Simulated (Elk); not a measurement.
MgO (Fm-3m): how ε∞ follows the gap

The empty bands of MgO (Fm-3m) are shifted up rigidly by Δ, and ε∞ is computed for each shift.

Cell: a, b, c = 2.982, 2.982, 2.982 Å (primitive vectors), 2 atoms.

Method: Elk 11.2.3 (patched build), PBE, independent particles, k-mesh 14×14×14, Lorentzian half width 0.15 eV.

Launch of the response step: `OMP_NUM_THREADS=4 elk`. The series took 50 s in all, its band step included, on 4 threads of Arm Neoverse N1, on a shared host.

| Δ (eV) | ε∞ |
| --- | --- |
| 0.00 | 3.154 |
| 0.25 | 3.107 |
| 0.50 | 3.062 |
| 0.75 | 3.019 |
| 1.00 | 2.978 |
| 1.50 | 2.902 |
| 2.00 | 2.833 |
| 3.00 | ? |

With one effective transition at E₀ and fixed dipole strength, ε∞ − 1 = A/(E₀ + Δ), so 1/(ε∞ − 1) is linear in Δ.

Working, on the rows shown:

| x = Δ (eV) | y = 1/(ε∞ − 1) |
| --- | --- |
| 0 | 0.464253 |
| 0.25 | 0.474608 |
| 0.5 | 0.484966 |
| 0.75 | 0.495295 |
| 1 | 0.505561 |
| 1.5 | 0.525762 |
| 2 | 0.545554 |

Means: x̄ = 0.85714, ȳ = 0.49943. Σ(x − x̄)(y − ȳ) = 0.1213, Σ(x − x̄)² = 2.982. Slope = 0.1213 / 2.982 = 0.04069; intercept = ȳ − slope · x̄ = 0.46455. Turned back into ε∞, the line misses the rows shown by at most 0.0014.

What does the fit predict for the withheld row, and how well does it do?

At x = 3 the line gives y = 0.58662, that is 2.705. The run gave 2.709, so the extrapolation is off by 0.0043, 1.0 % of the range in the table.

Refitted with all rows, the slope is 0.04029 and the intercept 0.46481. These give E₀ = intercept/slope = 11.5 eV, far above the least direct gap of 4.76 eV: most of the screening comes from transitions well over the edge. Over the first step ε∞ falls by 6 % per eV. The cell comes from an older database entry, whose edges can be off by a per cent or so. Excitons are left out and so are local fields; PBE gaps are as a rule too small. The values come from a sum over the points of one k-mesh and carry its error, which grows as the direct gap shrinks.
